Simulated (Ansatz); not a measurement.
# Arsenene monolayer in a perpendicular field, part 2 of 2

Wanted: the out-of-plane response of the arsenene monolayer. A positive field points along +c.

Ansatz 0.2.0; plane-wave DFT, PBE-D3(BJ), Ansatz PAW.

So far. Step 2 (Relaxing the slab): The lattice constant a goes from 3.610 to 3.571 Å.

**3. Single point, field 0**

A sawtooth potential applies the field, turning back in the middle of the vacuum. With the dipole correction the typed value is the field outside the slab. The induced dipole is small, so the SCF threshold is tight.

The cell differs from the one that the last finished run ended in (c 33.800 → 19.398 Å).

input.yaml reads:

```yaml
crystal:
  lattice:
    - [3.5706647662, 0.0, 0.0]
    - [-1.7853323831, 3.0922863959, 0.0]
    - [0.0, 0.0, 19.3980245292]
  atoms:
    - { symbol: As, position: [0.6666666667, 0.3333333333, 0.4639647706] }
    - { symbol: As, position: [0.3333333333, 0.6666666667, 0.5360352294] }
kpoints:
  mp_grid: { grid: [18, 18, 1] }
  band_path:
    path: [[0, 0, 0], [0.5, 0, 0], [0.33333333, 0.33333333, 0], [0, 0, 0]]
    npoints: 16
hamiltonian:
  xc: pbe
  dispersion: d3bj
scf:
  occupations: { method: fermi_dirac, width: 0.02585 }
  convergence: { dr2_threshold: 1.0e-10 }
efield:
  axis: 3
  dipole_correction: true
  ramp_position: 0.97
  ramp_width: 0.06
  amplitude: 0
output:
  dos: { projected: true, e_range: [-6, 5] }
  write_potential: true
  write_density: true
  volumetric_format: npy
  elf: true
```

Command:

```bash
$ ansatz run input.yaml --threads 2 --pin off --max-ram 3072MiB --backend cpu --events-out ev --progress --plain --runs-dir out
```

Numbers of over 12 decimals in the logs are rounded to 6 here.

Output:

```text
[...]
Crystal: 2 atoms, lattice volume = 214.184 Å³
Basis set: ecut = 420 eV, 4115 PW (Γ)
Bands: 19, of which v1, the nominal top of the filled ones, is band 15 counted from 1 (14 counted from 0)
Symmetry: 6 space group operations
k-points: 37 of 324 (time reversal used)
[...]
SCF iter   1: F=—  HF=-9712.688960 eV  |F-HF|=—  |Δ(HF+E_count)|=         —  Δρ=8.56e-4  dr2=1.91e-3  ethr=1.77e-3  p=0.000 e·Å  D=1.03e-13 V/Å  ΔV_dip=-0.00 eV  dr2_dipole=4.44e-10  V_vac-E_F(+/−)=4.46/4.46 eV  ⟨swp⟩=7.0  Hψ=3911  notcnv=0
efield: sawtooth ramp at fractional position 0.9700 (set: `efield.ramp_position`, or a place that a band, a saddle search or an elastic batch's reference lends), width 0.0600; the density the first Hamiltonian is built on has a dipole p = 0.000 e·Å; the dipole correction subtracts the counter field D = 1.03e-13 V/Å, which shifts the + side's vacuum level by -0.00 eV against the − side's; the planar-averaged density in the ramp window peaks in size at 4.3e-6 e/Å³
[...]
SCF iter   2: F=—  HF=-9712.689527 eV  |F-HF|=—  |Δ(HF+E_count)|=   5.67e-4  Δρ=4.12e-4  dr2=3.69e-4  ethr=6.37e-6  p=-0.000 e·Å  D=-1.37e-5 V/Å  ΔV_dip=0.00 eV  dr2_dipole=1.07e-8  V_vac-E_F(+/−)=4.50/4.50 eV  ⟨swp⟩=2.3  Hψ=1712  notcnv=0
[...]
SCF iter  10: F=-9712.689784 eV  HF=-9712.689784 eV  |F-HF|=5.46e-12  |Δ(HF+E_count)|=  1.07e-10  Δρ=2.48e-8  dr2=9.27e-13  ethr=1.00e-12  p=0.000 e·Å  D=8.39e-8 V/Å  ΔV_dip=-0.00 eV  dr2_dipole=1.34e-14  V_vac-E_F(+/−)=4.50/4.50 eV  ⟨swp⟩=3.0  Hψ=1938  notcnv=0
SCF 1 converged in 10 iterations: F = -9712.689784 eV  dr2 = 9.27e-13
[...]
NSCF: frozen V_eff on 49 k-points
efield: sawtooth ramp at fractional position 0.9700 (kept from the solve that this one continues, or follows in the run), width 0.0600; the density the first Hamiltonian is built on has a dipole p = 0.000 e·Å; the dipole correction subtracts the counter field D = 8.39e-8 V/Å, which shifts the + side's vacuum level by -0.00 eV against the − side's; the planar-averaged density in the ramp window peaks in size at 2.0e-7 e/Å³
WARN: The output density's exchange-correlation potential varies sharply where the density is thin. Do not read a vacuum level from v_tot or v_xc, or from such a field of the output density. On a cell that repeats whose density bears no net charge and no dipole along the vacuum's axis use v_es (v_loc + v_h of the components); under efield.dipole_correction with no amplitude use v_es + v_field, which holds any externa [...]
SCF converged after 10 iterations
Free energy (F): -9712.689784 eV
[...]
Internal energy: -9712.689784 eV  (E = F + TS)
E sigma→0 (E₀):  -9712.689784 eV
Fermi energy:    -1.469683 eV
Dipole field:    D = -0.000000 V/Å  (p = -0.000000 e·Å, saw-weighted, corrected)
Work function:   Φ+ = 4.5034 eV   Φ− = 4.5035 eV
Levels:          The Fermi level and band energies are counted from a zero that moves with the ramp; work functions are not
[...]
--- Band table (eV; the first three rows and the last of 37) ---
  k-point 0: bands = [... 11 lower, -9.5441, -2.9456, -2.2261, -2.2261, -0.1763, 1.2837, 1.2837, 2.5321]
  k-point 1: bands = [... 11 lower, -9.5346, -2.9235, -2.7059, -2.3265, 0.2061, 1.1885, 1.3858, 2.5952]
  k-point 2: bands = [... 11 lower, -9.5147, -3.6015, -2.8634, -2.5835, 0.4054, 1.3670, 1.6351, 2.7817]
  k-point 36: bands = [... 11 lower, -12.2621, -6.7412, -4.3377, -4.3377, -0.3578, 2.2952, 2.2952, 5.8136]
```

It took 6.2 s on 2 threads of Intel Xeon 6975P-C (Granite Rapids), shared host; peak memory 0.53 GiB.

Numbers from this step:

* gap on the k-mesh: 1.546 eV
* dipole along the normal: -7.89e-8 e·Å
* gap along the path: 1.533 eV
* smallest direct gap along the path: 2.050 eV
* ionisation energy, upper face: 5.260 eV
* electron affinity, upper face: 3.726 eV
* gap, the smaller of path and mesh: 1.533 eV

Running mean over a fixed 2.7 Å (it still follows the layers) of the planar mean; the ramp of the sawtooth is left out. Table of electron's electrostatic potential energy less the Fermi level by z:

```csv
z (Å),electron's electrostatic potential energy less the Fermi level (eV)
3.0,4.50
3.5,4.50
4.0,4.50
4.5,4.50
5.0,4.50
5.5,4.49
6.0,4.44
6.5,4.25
7.0,3.53
7.5,2.26
8.0,0.874
8.5,-1.01
9.0,-2.47
9.5,-3.36
10.0,-3.22
10.5,-2.23
11.0,-0.619
11.5,1.20
12.0,2.51
12.5,3.76
13.0,4.31
13.5,4.46
14.0,4.49
14.5,4.50
15.0,4.50
15.5,4.50
16.0,4.50
16.5,4.50
```

The density of states has structure finer than the step of the table below, so its rows give means over 0.2 eV, whole bins alone (the curve runs from -6 to 2.77 eV). Peaks (eV: height): -4.46: 5.01, -2.42: 4.33, -1.42: 3.65, -1.29: 6.32, 1.83: 3.57, 2.27: 2.25, 2.68: 3.54.

The density of states by energy, zero at the Fermi level of the run, which the smearing sets inside the gap; means over each step:

energy (eV), density of states (states/eV a cell) and a bar:
```
     -5.4       0.00 
     -5.2       0.31 ###
     -5.0       0.47 ####
     -4.8       0.54 #####
     -4.6       1.13 ##########
     -4.4       3.50 ##############################
     -4.2       1.17 ##########
     -4.0       0.63 #####
     -3.8       0.92 ########
     -3.6       1.16 ##########
     -3.4       1.67 ##############
     -3.2       1.33 ###########
     -3.0       1.03 #########
     -2.8       1.29 ###########
     -2.6       1.26 ###########
     -2.4       2.35 ####################
     -2.2       1.69 ##############
     -2.0       1.45 ############
     -1.8       1.38 ############
     -1.6       1.38 ############
     -1.4       2.49 #####################
     -1.2       1.81 ################
     -1.0       0.29 ##
     -0.8       0.14 #
     -0.6       0.00 
     -0.4       0.00 
     -0.2       0.00 
      0.0       0.00 
      0.2       0.00 
      0.4       0.00 
      0.6       0.00 
      0.8       0.27 ##
      1.0       0.92 ########
      1.2       1.44 ############
      1.4       1.54 #############
      1.6       1.79 ###############
      1.8       2.50 #####################
      2.0       1.32 ###########
      2.2       0.57 #####
      2.4       0.90 ########
      2.6       2.16 ###################
```

Projected DOS per atom over height of the atomic layer and energy from the Fermi level. Layers: As As from below.

Ten even steps from '_' (0.00 states/eV) to '@' (1.25 states/eV), each cell a mean:
```
####
::::
%%%%
++++
----
____
____
____
____
....
@@@@
++++
####
****
====
++++
----
++++
####
....
____
____
```
Columns: height of the atomic layer (Å) from 9 to 10.4; rows upwards: energy from the Fermi level (eV) from -5.96 to 2.77.

The electronic bands at the labelled points (eV, zero at the Fermi level of the run, which the smearing sets inside the gap):

```csv
point,band 13,band 14,band 15,band 16,band 17,band 18,band 19
Γ,-1.48,-0.76,-0.76,1.29,2.75,2.75,4.00
halfway,-4.10,-1.94,-1.31,0.92,3.56,3.68,4.83
M,-4.31,-2.69,-2.47,1.18,2.27,3.74,5.43
halfway,-4.65,-3.34,-2.46,1.80,2.90,3.35,5.99
K,-5.27,-2.87,-2.87,1.11,3.76,3.76,7.28
halfway,-4.11,-3.09,-1.28,1.97,2.71,3.99,5.24
Γ,-1.48,-0.76,-0.76,1.29,2.75,2.75,4.00
```

The electronic bands as a text plot (rows in eV, shown from -5.3 to 4.0 only):

```
    3.8 |+         ++++++++++++       ++++++        ++++++      +
    3.4 |      ++++++          +++++++++  +++             ++
    3.0 |  ++++      +++           ++        ++             +++
    2.6 |++++           ++        +            +   +++++++   ++++
    2.3 |                 ++++++++              +++      ++++
    1.9 |  ++++                 ++++           ++  ++++++    ++
    1.5 | +    ++              +    +++     +++                +
    1.1 |+       +++     ++++++        +++++                    +
    0.7 |           +++++
    0.3 |
   -0.1 |
   -0.4 |
   -0.8 |***                                                 ****
   -1.2 |  **********                              **********
   -1.6 |****   ***  ***                        ***       ** ****
   -2.0 |   *      **   **                   ***         *  *
   -2.4 |    **      **** *************     *          **
   -2.8 |      *         *******       *****          *   **
   -3.1 |                       **** **** **        **   *
   -3.5 |       *                   *       ***    *   **
   -3.9 |        ***                           **** ***
   -4.3 |           **   *********              ****
   -4.7 |             ***         ***          *
   -5.1 |                            **********
         Γ                   M           K                      Γ
```

Electrostatic potential energy in the ca plane at fractional y = 0.333, with atoms of As within 0.2 Å of it. With pseudopotentials it is smooth inside the atoms' cores, unlike the true potential.

Ten even steps from '0' (-13 eV) to '9' (3 eV), each cell a mean:
```
99999999999999999999986200256788999999999999
99999999999999999999982034016889999999999999
99999999999999999999971399306899999999999999
99999999999999999999971188206899999999999999
99999999999999999999984000036889999999999999
99999999999999999999997533456678999999999999
99999999999999999999999877653368999999999999
99999999999999999999999887642257999999999999
99999999999999999999998766654568999999999999
```
Columns run along c (16.0 Å, from fractional 0.00 to 0.82 of the cell; values clipped at the 3rd and 97th percentile), rows up along a (3.6 Å). Atoms in or near the plane, at fractional coordinates: As at (0.46, 0.67).

ELF in the ca plane at fractional y = 0.333, with atoms of As within 0.2 Å of it. It is the smooth field of the valence electrons, not physical close to the nuclei.

Ten even steps from '0' (0.00) to '9' (0.90), each cell a mean:
```
00000000000000000013688776665432100000000000
00000000000000000146899854554210000000000000
00000000000000000257999632353100000000000000
00000000000000000247999732454200000000000000
00000000000000000125899866665321000000000000
00000000000000000002357766666554310000000000
00000000000000000000011234556677641000000000
00000000000000000000000113455677642000000000
00000000000000000000134455666666531000000000
```
Columns run along c (16.0 Å, from fractional 0.00 to 0.82 of the cell), rows up along a (3.6 Å). Atoms in or near the plane, at fractional coordinates: As at (0.46, 0.67).

Valence density in the ca plane at fractional y = 0.333, with atoms of As within 0.2 Å of it. It is the smooth field of the valence electrons, not physical close to the nuclei.

Values in e/Å³, 5 rows by 16 columns, each cell a mean:
```
 0  0  0  0  0  0  0  0  1  2  0  0  0  0  0  0
 0  0  0  0  0  0  0  0  6 11  0  0  0  0  0  0
 0  0  0  0  0  0  0  0  1  2  0  0  0  0  0  0
 0  0  0  0  0  0  0  0  0  0  0  0  0  0  0  0
 0  0  0  0  0  0  0  0  0  0  0  0  0  0  0  0
```
Columns run along c (16.0 Å, from fractional 0.00 to 0.82 of the cell), rows up along a (3.6 Å). Atoms in or near the plane, at fractional coordinates: As at (0.46, 0.67).

The gap is 1.53 eV, with the valence edge 5.26 eV and the conduction edge 3.73 eV under the upper vacuum level.

**4. Atoms held, field 0.1 V/Å**

input.yaml: that of step 3 with these lines changed.

```diff
@@ -24,5 +24,4 @@
   ramp_width: 0.06
-  amplitude: 0
+  amplitude: 0.1
 output:
-  dos: { projected: true, e_range: [-6, 5] }
   write_potential: true
@@ -30,2 +29 @@
   volumetric_format: npy
-  elf: true
```

Output:

```text
[...]
Crystal: 2 atoms, lattice volume = 214.184 Å³
Basis set: ecut = 420 eV, 4115 PW (Γ)
Bands: 19, of which v1, the nominal top of the filled ones, is band 15 counted from 1 (14 counted from 0)
Symmetry: 6 space group operations
k-points: 37 of 324 (time reversal used)
[...]
--- Band table (eV; the first three rows and the last of 37) ---
  k-point 0: bands = [... 11 lower, -9.5448, -2.9465, -2.2268, -2.2268, -0.1774, 1.2830, 1.2830, 2.3522]
  k-point 1: bands = [... 11 lower, -9.5353, -2.9244, -2.7065, -2.3272, 0.2049, 1.1876, 1.3851, 2.4115]
  k-point 2: bands = [... 11 lower, -9.5154, -3.6022, -2.8643, -2.5842, 0.4043, 1.3644, 1.6344, 2.5876]
  k-point 36: bands = [... 11 lower, -12.2621, -6.7419, -4.3428, -4.3340, -0.3586, 2.2932, 2.2954, 5.8080]
[key lines of the parts left out:]
SCF converged after 10 iterations
Free energy (F): -9712.691010 eV
Fermi energy:    -1.470462 eV
Dipole field:    D = 0.020704 V/Å  (p = 0.024507 e·Å, saw-weighted, corrected)
```

Run time: 6.3 s. Hardware: 2 threads; peak memory 0.51 GiB.

The dipole is 0.0245 e·Å, and the gap 1.533 eV.

**5. Atoms held, field -0.1 V/Å**

input.yaml: that of step 4 with these lines changed.

```diff
@@ -24,3 +24,3 @@
   ramp_width: 0.06
-  amplitude: 0.1
+  amplitude: -0.1
 output:
```

Output:

```text
[...]
Crystal: 2 atoms, lattice volume = 214.184 Å³
Basis set: ecut = 420 eV, 4115 PW (Γ)
Bands: 19, of which v1, the nominal top of the filled ones, is band 15 counted from 1 (14 counted from 0)
Symmetry: 6 space group operations
k-points: 37 of 324 (time reversal used)
[...]
--- Band table (eV; the first three rows and the last of 37) ---
  k-point 0: bands = [... 11 lower, -9.5448, -2.9465, -2.2268, -2.2268, -0.1774, 1.2830, 1.2830, 2.3522]
  k-point 1: bands = [... 11 lower, -9.5353, -2.9244, -2.7065, -2.3272, 0.2049, 1.1876, 1.3851, 2.4115]
  k-point 2: bands = [... 11 lower, -9.5154, -3.6022, -2.8643, -2.5842, 0.4043, 1.3644, 1.6344, 2.5876]
  k-point 36: bands = [... 11 lower, -12.2621, -6.7419, -4.3428, -4.3340, -0.3586, 2.2932, 2.2954, 5.8080]
[key lines of the parts left out:]
SCF converged after 10 iterations
Free energy (F): -9712.691010 eV
Fermi energy:    -1.470461 eV
Dipole field:    D = -0.020704 V/Å  (p = -0.024506 e·Å, saw-weighted, corrected)
```

Wall time 6.1 s (2 threads); peak memory 0.5 GiB; 12 s of CPU time.

The dipole is -0.0245 e·Å, and the gap 1.533 eV.

**6. Response, atoms held**

This step: plane-wave DFT, PBE-D3(BJ), Ansatz PAW; response to a field along the normal, atoms held (Ansatz 0.2.0).

The dipoles give the slope, and the difference of two potentials shows where the field is screened.

Numbers from this step:

| Property | Result |
| --- | --- |
| equivalent conductor thickness p/(ε₀AE) | 4.016 Å |
| distance between the outer atoms | 1.398 Å |

Dipole of the cell against applied field:

```csv
applied field (V/Å),dipole of the cell (e·Å)
-0.1000,-0.0245
0.0000,-7.9e-8
0.1000,0.0245
```

Local field over the applied field, running mean. From the potentials at -0.1 and 0.1 V/Å; running mean over 2.5 Å. Table of local field over applied field by z:

z (Å), local field over applied field and a bar:
```
     4.02      0.999 ##############################
     4.45      0.997 ##############################
     4.74      0.995 ##############################
     5.17      0.988 ##############################
     5.60      0.973 #############################
     6.03      0.941 ############################
     6.32      0.905 ###########################
     6.75      0.817 ########################
     7.18      0.690 ####################
     7.62      0.541 ################
     7.90      0.439 ############
     8.33      0.286 ########
     8.77      0.153 ####
     9.05      0.089 ##
     9.48      0.039 
     9.91      0.039 
    10.35      0.089 ##
    10.63      0.153 ####
    11.06      0.286 ########
    11.50      0.439 ############
    11.78      0.541 ################
    12.21      0.690 ####################
    12.64      0.817 ########################
    13.08      0.905 ###########################
    13.36      0.941 ############################
    13.79      0.973 #############################
    14.23      0.988 ##############################
    14.66      0.995 ##############################
    14.94      0.997 ##############################
    15.37      0.999 ##############################
```

Electrons, planar mean, per unit field. The induced electron density by z:

```csv
z (Å),induced electron density (e/Å³ per V/Å)
4.02,5.1e-6
4.31,9.4e-6
4.60,1.7e-5
4.89,3.2e-5
5.32,7.5e-5
5.60,1.3e-4
5.89,2.3e-4
6.18,3.8e-4
6.47,6.3e-4
6.75,0.00102
7.04,0.00158
7.33,0.00233
7.76,0.00332
8.05,0.00322
8.33,0.00209
8.62,0.00111
8.91,0.00107
9.20,7.9e-4
9.48,5.3e-4
9.91,-5.3e-4
10.20,-7.9e-4
10.49,-0.00107
10.78,-0.00111
11.06,-0.00209
11.35,-0.00322
11.64,-0.00332
12.07,-0.00233
12.36,-0.00158
12.64,-0.00102
12.93,-6.3e-4
13.22,-3.8e-4
13.51,-2.3e-4
13.79,-1.3e-4
14.08,-7.5e-5
14.51,-3.2e-5
14.80,-1.7e-5
15.09,-9.4e-6
15.37,-5.1e-6
```

The smaller of the gaps on the path and on the k-mesh, counted as 0 under 0.03 eV. The gap stays at 1.53 eV for applied field from -0.1 to 0.1 V/Å.

By hand: between -0.1 and 0.1 V/Å the dipole changes by 0.04901 e·Å, a slope of 0.2451 e·Å²/V. A perfect conductor of thickness t has p = ε₀AEt, so t = 180.95 × 0.2451 / 11.042 = 4.02 Å (e/ε₀ = 180.95 V·Å, A in Å²).

The induced dipole is that of a conductor 4.02 Å thick.

**7. Outcome**

```yaml
gap_without_field: 1.53 eV
ionisation_energy_upper_face: 5.26 eV
electron_affinity_upper_face: 3.73 eV
equivalent_conductor_thickness_atoms_held: 4.02 Å
```

In words: The induced dipole equals that of a perfect conductor 4.02 Å thick, while the outer atoms lie 1.40 Å apart; an out-of-plane ε follows only once a thickness t is chosen, by 1 − 1/ε = 4.02 Å / t. The gap stays within 0.01 eV of 1.53 eV over the fields run, up to 0.1 V/Å in size. Semilocal functionals give gaps that are too small, and excitons are not included. Spin-orbit coupling is left out.

[Logs are printed without paths, hosts, clocks, repeated set-up lines and the standing remarks that a program may print on its own settings, such as how far it seeks lower states.]

[Hosts, paths, dates, database ids (printed as entryN), source tags and the programs' standing remarks are cut or masked in the printed files.]

[Maps of the electrostatic potential energy from Ansatz leave out the sawtooth potential of an applied field or a dipole correction, so their vacuum need not be flat; planar profiles and work functions include it.]

[The density of states shown here was stored with 400 of the rows of the run's finer table, so its peaks can read low, often by over a quarter, or be missed, and its means over a window can be off by a tenth or more.]
